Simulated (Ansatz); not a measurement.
# VSi2N4 monolayer in a perpendicular field

What dipole does a perpendicular field induce in the VSi2N4 monolayer, and does the gap follow? A positive field points along +c.

Program: Ansatz 0.2.0. Level of theory: plane-wave DFT, PBE-D3(BJ), Ansatz PAW (set soft_1); PAW set soft_1. Results are calculated unless marked as measured.

Most raw output is cut from this account.

### 1. The structure

The cell holds 7 atoms: 4 N, 2 Si and 1 V. Cell: a = 2.920 Å, b = 2.920 Å, c = 44.631 Å, α = 90.0°, β = 90.0°, γ = 120.0°. Vacuum lies along c.

Structure file:

```xyz
7
Lattice="2.9200 0.0000 0.0000 -1.4600 2.5288 0.0000 0.0000 0.0000 44.6308" Properties=species:S:1:pos:R:3
N     0.0000    0.0000   18.9000
Si    0.0000    1.6859   19.3694
N     0.0000    1.6859   21.1194
V     0.0000    0.0000   22.3154
N     0.0000    1.6859   23.5114
Si    0.0000    1.6859   25.2614
N     0.0000    0.0000   25.7308
```

### 2. Relaxing the slab

The starting cell is a guess, so the in-plane lattice and the atoms are relaxed first, with the slab cut off from its images along the normal.

input.yaml reads:

```yaml
crystal:
  lattice:
    - [2.92, 0.0, 0.0]
    - [-1.46, 2.5287941791, 0.0]
    - [0.0, 0.0, 44.6308141166]
  atoms:
    - { symbol: "N", position: [0.0, 0.0, 0.423474238] }
    - { symbol: Si, position: [0.3333333333, 0.6666666667, 0.4339923585] }
    - { symbol: "N", position: [0.3333333333, 0.6666666667, 0.4732029361] }
    - { symbol: V, position: [0.0, 0.0, 0.5], spin: 1.0 }
    - { symbol: "N", position: [0.3333333333, 0.6666666667, 0.5267970639] }
    - { symbol: Si, position: [0.3333333333, 0.6666666667, 0.5660076415] }
    - { symbol: "N", position: [0.0, 0.0, 0.576525762] }
  periodic: [true, true, false]
magnetization:
  spin_polarized: true
kpoints:
  mp_grid: { grid: [12, 12, 1] }
hamiltonian:
  xc: pbe
  dispersion: d3bj
  pseudopotentials: { kind: paw, azcp: { folder: soft_1 } }
scf:
  occupations: { method: fermi_dirac, width: 0.05 }
  convergence: { dr2_threshold: 1.0e-09 }
relax:
  f_tol: 0.004
  max_steps: 90
  cell: {}
output:
  write_potential: true
  write_density: true
  volumetric_format: npy
```

Started as:

```bash
ansatz run input.yaml --threads 2 --pin off --max-ram 3072MiB --backend cpu --events-out ev --progress --plain --runs-dir out
```

Elapsed: 4.2 min, on 2 threads of Arm Neoverse V1, shared host; peak memory 0.69 GiB; 8.4 min of CPU time.

Relaxation path:

```csv
step,energy less that of the first step (eV),largest force component (eV/Å),volume (Å³)
1,0.0000,1.0509,329.56
2,-0.1605,0.2311,321.84
3,-0.1775,0.0729,317.41
4,-0.1773,0.1595,317.25
5,-0.1778,0.0375,317.43
6,-0.1779,0.0049,317.61
7,-0.1779,0.0005,317.62
8*,-0.1735,0.0003,317.62
9,-0.1736,0.0006,317.52
10*,-0.1735,0.0006,317.52
```

Relaxation steps marked * repeat the geometry before them on a plane-wave basis chosen anew for their cell, so energy and pressure can jump there. Relaxation step 4 was tried and not accepted.

The run keeps the 12 symmetry operations that it works with, so distortions that break them were not tested.

```csv
cell as run,before,after,change
a (Å),2.920,2.866,-1.8 %
b (Å),2.920,2.866,-1.8 %
```

The atoms that moved most (Å, along periodic axes as changes of fractional coordinates times the final cell, across vacuum about the mean position):

```csv
atom,dx,dy,dz,length
N7,0.000,0.000,0.034,0.034
N1,0.000,0.000,-0.034,0.034
N3,0.000,0.000,0.034,0.034
N5,0.000,0.000,-0.034,0.034
Si2,0.000,0.000,0.033,0.033
Si6,0.000,0.000,-0.033,0.033
```

Final coordinates:

```xyz
7
Lattice="2.8662 0.0000 0.0000 -1.4331 2.4822 0.0000 0.0000 0.0000 44.6308" Properties=species:S:1:pos:R:3
N     0.0000    0.0000   18.8662
Si    0.0000    1.6548   19.4024
N     0.0000    1.6548   21.1530
V     0.0000    0.0000   22.3154
N     0.0000    1.6548   23.4778
Si    0.0000    1.6548   25.2284
N     0.0000    0.0000   25.7646
```

Numbers from this step:

```
energy at zero smearing : -5728.2596 eV
total moment            : 0.9706 μB
site moments            : 0.002751, 0.002843, -0.03630, 0.7236, -0.03630, 0.002843, 0.002751 μB
```

Site moment by atom:

```csv
atom,site moment (μB)
N1,0.003
Si2,0.003
N3,-0.036
V4,0.724
N5,-0.036
Si6,0.003
N7,0.003
```

The lattice constant a goes from 2.920 to 2.866 Å.

### 3. Atoms held, field 0

A sawtooth potential applies the field, turning back in the middle of the vacuum. With the dipole correction the typed value is the field outside the slab. The induced dipole is small, so the SCF threshold is tight.

The cell differs from the one that the last finished run ended in (c 44.631 → 24.898 Å).

input.yaml reads:

```yaml
crystal:
  lattice:
    - [2.8661771917, 0.0, 0.0]
    - [-1.4330885958, 2.4821822597, 0.0]
    - [0.0, 0.0, 24.8984748145]
  atoms:
    - { symbol: "N", position: [0.0, 0.0, 0.3614679239] }
    - { symbol: Si, position: [0.3333333333, 0.6666666667, 0.3830043209] }
    - { symbol: "N", position: [0.3333333333, 0.6666666667, 0.4533148019], spin: -0.04 }
    - { symbol: V, position: [0.0, 0.0, 0.5], spin: 0.72 }
    - { symbol: "N", position: [0.3333333333, 0.6666666667, 0.5466851981], spin: -0.04 }
    - { symbol: Si, position: [0.3333333333, 0.6666666667, 0.6169956791] }
    - { symbol: "N", position: [0.0, 0.0, 0.6385320761] }
magnetization:
  spin_polarized: true
kpoints:
  mp_grid: { grid: [18, 18, 1] }
  band_path:
    path: [[0, 0, 0], [0.5, 0, 0], [0.33333333, 0.33333333, 0], [0, 0, 0]]
    npoints: 16
hamiltonian:
  xc: pbe
  dispersion: d3bj
  pseudopotentials: { kind: paw, azcp: { folder: soft_1 } }
scf:
  occupations: { method: fermi_dirac, width: 0.02585 }
  convergence: { dr2_threshold: 1.0e-10 }
efield:
  axis: 3
  dipole_correction: true
  ramp_position: 0.97
  ramp_width: 0.06
  amplitude: 0
output:
  dos: { projected: true, e_range: [-6, 5] }
  write_potential: true
  write_density: true
  volumetric_format: npy
  elf: true
```

It took 51 s on 2 threads; peak memory 0.67 GiB; 1.7 min of CPU time.

This step gave:

```yaml
energy_at_zero_smearing: -5728.2618 eV
total_moment: 0.9959 μB
site_moments: 0.003026, 0.003002, -0.03692, 0.7414, -0.03692, 0.003002, 0.003026 μB
dipole_along_the_normal: -2.44e-6 e·Å
gap_along_the_path: 0.1503 eV
ionisation_energy_upper_face: 5.510 eV
electron_affinity_upper_face: 5.360 eV
gap_the_smaller_of_path_and_mesh: 0.1503 eV
```

Running mean over a fixed 2.6 Å (it still follows the layers) of the planar mean; the ramp of the sawtooth is left out. Table of electron's electrostatic potential energy less the Fermi level by z:

z (Å), electron's electrostatic potential energy less the Fermi level (eV) and a bar from the least value:
```
        4        5.5 ##############################
        5        5.5 ##############################
        6        5.5 ##############################
        7        5.0 #############################
        8       -1.1 #################
        9       -7.5 #####
       10       -9.2 #
       11       -7.3 #####
       12       -9.8 
       13       -9.5 #
       14       -7.3 #####
       15       -9.1 #
       16       -7.1 #####
       17       -0.2 ###################
       18        5.2 #############################
       19        5.5 ##############################
       20        5.5 ##############################
       21        5.5 ##############################
```

The density of states has structure finer than the step of the table below, so its rows give means over 0.25 eV, whole bins alone (the curve runs from -6 to 2.11 eV). Peaks (eV: height): total -5.530: 10.7, -5.230: 11.4, -3.190: 6.75, -3.080: 6.47, -2.280: 7.47, -2.140: 10.1, 0.150: 8.77; up -5.530: 6.64, -5.260: 6.22, -3.190: 4.16, -2.280: 4.05, -2.170: 4.98, -0.980: 5.82, 1.880: 4.00; down -5.750: 2.80, -5.500: 5.89, -5.230: 6.39, -3.080: 3.59, -2.220: 3.75, -2.140: 6.93, 0.150: 8.77.

The density of states by energy, zero at the Fermi level of the run, which the smearing sets inside the gap; means over each step; values in states/eV a cell:

```csv
energy (eV),total,up,down
-5.75,3.45,1.73,1.71
-5.50,4.47,2.24,2.23
-5.25,7.45,3.81,3.64
-5.00,3.50,1.55,1.95
-4.75,2.26,1.10,1.16
-4.50,2.47,1.33,1.14
-4.25,3.27,1.63,1.65
-4.00,2.66,1.30,1.36
-3.75,2.46,1.29,1.17
-3.50,3.26,1.78,1.48
-3.25,4.97,2.72,2.25
-3.00,4.64,2.08,2.56
-2.75,3.71,1.86,1.85
-2.50,4.05,2.10,1.95
-2.25,6.98,3.41,3.57
-2.00,4.71,1.98,2.72
-1.75,2.34,1.14,1.20
-1.50,0.524,0.257,0.267
-1.25,0,0,0
-1.00,1.90,1.90,0
-0.75,1.25,1.25,0
-0.50,0.526,0.526,0
-0.25,0.257,0.257,0
0.00,0.680,0.102,0.579
0.25,2.98,0,2.98
0.50,0.470,0,0.470
0.75,0.439,0.188,0.251
1.00,0.573,0.341,0.232
1.25,0.655,0.571,0.0840
1.50,1.07,1.07,0
1.75,2.09,2.09,0
```

Projected DOS per atom over height of the atomic layer and energy from the Fermi level. Layers: N Si N V N Si N from below.

Ten even steps from '0' (0.00 states/eV) to '9' (1.51 states/eV), each cell a mean:
```
0019100
0006000
0003000
0002000
0004000
0008000
0001000
0005000
0007000
0000000
2040402
8094908
3075703
4065604
5075705
2043402
3032303
4032304
4011104
8253528
5253525
4141414
```
Columns: height of the atomic layer (Å) from 9 to 15.9 (not evenly spaced); rows upwards: energy from the Fermi level (eV) from -5.96 to 2.05.

Projected DOS per atom, spin up over height of the atomic layer and energy from the Fermi level. Layers: N Si N V N Si N from below.

Values in states/eV, 22 rows by 7 columns, each cell a mean:
```
0.05 0.05 0.24 1.50 0.24 0.05 0.05
0.01 0.02 0.09 0.96 0.09 0.02 0.01
0.00 0.00 0.03 0.42 0.03 0.00 0.00
0.00 0.00 0.01 0.20 0.01 0.00 0.00
0.00 0.00 0.00 0.00 0.00 0.00 0.00
0.00 0.00 0.00 0.05 0.00 0.00 0.00
0.01 0.00 0.02 0.23 0.02 0.00 0.01
0.01 0.01 0.05 0.83 0.05 0.01 0.01
0.02 0.01 0.06 1.17 0.06 0.01 0.02
0.03 0.00 0.03 0.00 0.03 0.00 0.03
0.19 0.01 0.29 0.06 0.29 0.01 0.19
0.57 0.02 0.68 0.36 0.68 0.02 0.57
0.29 0.02 0.54 0.44 0.54 0.02 0.29
0.29 0.02 0.44 0.39 0.44 0.02 0.29
0.40 0.05 0.56 0.51 0.56 0.05 0.40
0.21 0.04 0.35 0.29 0.35 0.04 0.21
0.26 0.04 0.23 0.24 0.23 0.04 0.26
0.33 0.07 0.25 0.25 0.25 0.07 0.33
0.30 0.07 0.12 0.12 0.12 0.07 0.30
0.59 0.18 0.39 0.25 0.39 0.18 0.59
0.46 0.17 0.47 0.30 0.47 0.17 0.46
0.29 0.13 0.31 0.15 0.31 0.13 0.29
```
Columns: height of the atomic layer (Å) from 9 to 15.9 (not evenly spaced); rows upwards: energy from the Fermi level (eV) from -5.96 to 2.05.

Projected DOS per atom, spin down over height of the atomic layer and energy from the Fermi level. Layers: N Si N V N Si N from below.

Ten even steps from '_' (0.00 states/eV) to '@' (1.30 states/eV), each cell a mean:
```
______________
______________
______________
______..______
______++______
______@@______
______________
______________
______________
______________
..__::__::__..
==__**::**__==
..__==--==__..
::__--::--__::
::__==::==__::
..__::..::__..
::__......__::
::__......__::
::__..__..__::
++..--::--..++
--..::..::..--
::..::..::..::
```
Columns: height of the atomic layer (Å) from 9 to 15.9 (not evenly spaced); rows upwards: energy from the Fermi level (eV) from -5.96 to 2.05.

Deep bands are left out, so band numbers here count from the lowest band kept and differ from the log's. The electronic bands at the labelled points (eV, zero at the Fermi level of the run, which the smearing sets inside the gap; # counts the bands kept):

```csv
point,up #12,up #13,up #14,up #15,down #10,down #11,down #12,down #13
Γ,-1.94,-0.04,2.49,2.49,-1.96,-1.81,-1.81,1.20
halfway,-2.04,-0.80,1.99,2.02,-2.63,-2.44,-2.02,0.38
M,-1.88,-0.96,1.49,1.53,-2.52,-2.39,-1.85,0.12
halfway,-1.83,-0.74,1.09,2.02,-3.05,-2.14,-1.81,0.24
K,-1.46,-0.45,0.65,2.46,-3.73,-2.06,-1.45,0.43
halfway,-2.15,-0.92,1.84,2.00,-2.47,-2.27,-2.12,0.24
Γ,-1.94,-0.04,2.49,2.49,-1.96,-1.81,-1.81,1.20
```

Spin density in the ca plane at fractional y = 0.667, with atoms of Si and N within 0.2 Å of it.

Ten even steps from '0' (-0.05 e/Å³) to '9' (0.13 e/Å³), each cell a mean:
```
22222222222222222222222222223369533222222222
22222222222222222222222222223379533222222222
22222222222222222222222222222356422222222222
22222222222222222222222222211233311222222222
22222222222222222222222233320122200233222222
22222222222222222222222233320122200233222222
22222222222222222222222222210233210123222222
22222222222222222222222222222346422222222222
```
Columns run along c (16.0 Å, from fractional 0.05 to 0.69 of the cell), rows up along a (2.9 Å). Atoms in or near the plane, at fractional coordinates: Si at (0.38, 0.33), N at (0.45, 0.33), N at (0.55, 0.33), Si at (0.62, 0.33).

Electrostatic potential energy in the ca plane at fractional y = 0.667, with atoms of Si and N within 0.2 Å of it. With pseudopotentials it is smooth inside the atoms' cores, unlike the true potential.

Ten even steps from '0' (-37 eV) to '9' (6 eV), each cell a mean:
```
99999999999999999999987788998743589998877899
99999999999999999999987888998743589998877899
99999999999999999999876568888766788887656799
99999999999999999999841126733688753475112689
99999999999999999998712414300278700042141379
99999999999999999998612513300278600042251379
99999999999999999999740016622588742474001589
99999999999999999999875568888876788887546799
```
Columns run along c (16.0 Å, from fractional 0.05 to 0.69 of the cell; values clipped at the 3rd and 97th percentile), rows up along a (2.9 Å). Atoms in or near the plane, at fractional coordinates: Si at (0.38, 0.33), N at (0.45, 0.33), N at (0.55, 0.33), Si at (0.62, 0.33).

ELF in the ca plane at fractional y = 0.667, with atoms of Si and N within 0.2 Å of it. It is the smooth field of the valence electrons, not physical close to the nuclei.

Ten even steps from '0' (0.00) to '9' (0.87), each cell a mean:
```
00000000000000000136788731122112112111478775
00000000000000000136788631112122112111478775
00000000000000000024688633467411257642478763
00000000000000000002455336888841598885245531
00000000000000000001222349954852773698332220
00000000000000000001222349943752772698332210
00000000000000000002454337888841698886235531
00000000000000000024688633577521267643478753
```
Columns run along c (16.0 Å, from fractional 0.05 to 0.69 of the cell), rows up along a (2.9 Å). Atoms in or near the plane, at fractional coordinates: Si at (0.38, 0.33), N at (0.45, 0.33), N at (0.55, 0.33), Si at (0.62, 0.33).

The gap is 0.15 eV, with the valence edge 5.51 eV and the conduction edge 5.36 eV under the upper vacuum level.

### 4. Single point, field 0.1 V/Å

input.yaml: that of step 3 with these lines changed.

```diff
@@ -30,7 +30,6 @@
   dipole_correction: true
-  ramp_position: 0.97
-  ramp_width: 0.06
-  amplitude: 0
+  ramp_position: 0.9361
+  ramp_width: 0.1277
+  amplitude: 0.1
 output:
-  dos: { projected: true, e_range: [-6, 5] }
   write_potential: true
@@ -38,2 +37 @@
   volumetric_format: npy
-  elf: true
```

Elapsed: 52 s, on 2 threads; peak memory 0.66 GiB; 1.7 min of CPU time.

The dipole is 0.0308 e·Å, and the gap 0.150 eV.

### 5. Single point, field -0.1 V/Å

input.yaml: that of step 4 with these lines changed.

```diff
@@ -32,3 +32,3 @@
   ramp_width: 0.1277
-  amplitude: 0.1
+  amplitude: -0.1
 output:
```

Wall time 51 s (2 threads); peak memory 0.67 GiB; 1.7 min of CPU time.

The dipole is -0.0308 e·Å, and the gap 0.150 eV.

### 6. Response, atoms held

This step: plane-wave DFT, PBE-D3(BJ), Ansatz PAW (set soft_1); response to a field along the normal, atoms held; PAW set soft_1 (Ansatz 0.2.0).

The dipoles give the slope, and the difference of two potentials shows where the field is screened.

Numbers from this step:

| Property | Result |
| --- | --- |
| equivalent conductor thickness p/(ε₀AE) | 7.827 Å |
| distance between the outer atoms | 6.898 Å |

The dipole of the cell by applied field:

```csv
applied field (V/Å),dipole of the cell (e·Å)
-0.1000,-0.0308
0.0000,-2.4e-6
0.1000,0.0308
```

The total moment stays at 0.996 μB for applied field from -0.1 to 0.1 V/Å.

Local field over the applied field, running mean. From the potentials at -0.1 and 0.1 V/Å; running mean over 2.5 Å. Table of local field over applied field by z:

```csv
z (Å),local field over applied field
5,0.999
6,0.983
7,0.869
8,0.561
9,0.277
10,0.166
11,0.128
12,0.0614
13,0.0672
14,0.132
15,0.170
16,0.298
17,0.596
18,0.891
19,0.987
20,0.999
```

The induced electron density oscillates, so the rows of the table below give means over windows of 0.5 Å about each position, cut where the curve ends. Its maxima inside the range that stand out by 2 % of the span (Å: e/Å³ per V/Å): 8.16: 0.00391, 9.13: 0.00122, 10.51: 0.00139, 11.34: 0.00155, 13.00: 7.6e-4, 13.83: -4.0e-4, 15.22: 0.00196, 16.05: -4.1e-4. Its minima: 8.85: 4.1e-4, 9.68: -0.00196, 11.07: 4.0e-4, 11.90: -7.6e-4, 13.56: -0.00155, 14.39: -0.00139, 15.77: -0.00122, 16.74: -0.00391.

Electrons, planar mean, per unit field. Induced electron density against z; means over each step:

```csv
z (Å),induced electron density (e/Å³ per V/Å)
4.5,1.6e-6
5.0,5.7e-6
5.5,2.1e-5
6.0,7.3e-5
6.5,2.4e-4
7.0,7.1e-4
7.5,0.00181
8.0,0.00346
8.5,0.00269
9.0,8.3e-4
9.5,-7.5e-4
10.0,-8.3e-4
10.5,0.00115
11.0,7.0e-4
11.5,7.8e-4
12.0,-6.0e-4
12.5,8.5e-5
13.0,5.3e-4
13.5,-1.0e-3
14.0,-7.1e-4
14.5,-9.9e-4
15.0,0.00126
15.5,1.6e-4
16.0,-8.9e-4
16.5,-0.00319
17.0,-0.00317
17.5,-0.00153
18.0,-5.7e-4
18.5,-1.9e-4
19.0,-5.7e-5
19.5,-1.6e-5
20.0,-4.4e-6
20.5,-1.2e-6
```

By hand: between -0.1 and 0.1 V/Å the dipole changes by 0.06155 e·Å, a slope of 0.3077 e·Å²/V. A perfect conductor of thickness t has p = ε₀AEt, so t = 180.95 × 0.3077 / 7.114 = 7.83 Å (e/ε₀ = 180.95 V·Å, A in Å²).

The induced dipole is that of a conductor 7.83 Å thick.

### 7. What came out

| Quantity | Value |
| --- | --- |
| gap without field | 0.150 eV |
| ionisation energy, upper face | 5.51 eV |
| electron affinity, upper face | 5.36 eV |
| equivalent conductor thickness, atoms held | 7.83 Å |

In words: The induced dipole equals that of a perfect conductor 7.83 Å thick, while the outer atoms lie 6.90 Å apart; an out-of-plane ε follows only once a thickness t is chosen, by 1 − 1/ε = 7.83 Å / t. The gap stays within 0.01 eV of 0.15 eV over the fields run, up to 0.1 V/Å in size. Semilocal functionals give gaps that are too small, and excitons are not included. The magnetic order is the one reached from the typed start; other orders were not compared. The outer anions sit over the metal atoms, one of several polytypes of such layers and not the lowest for every compound.

[Logs are printed without paths, hosts, clocks, repeated set-up lines and the standing remarks that a program may print on its own settings, such as how far it seeks lower states.]

[Hosts, paths, dates, database ids (printed as entryN), source tags and the programs' standing remarks are cut or masked in the printed files.]

[Maps of the electrostatic potential energy from Ansatz leave out the sawtooth potential of an applied field or a dipole correction, so their vacuum need not be flat; planar profiles and work functions include it.]
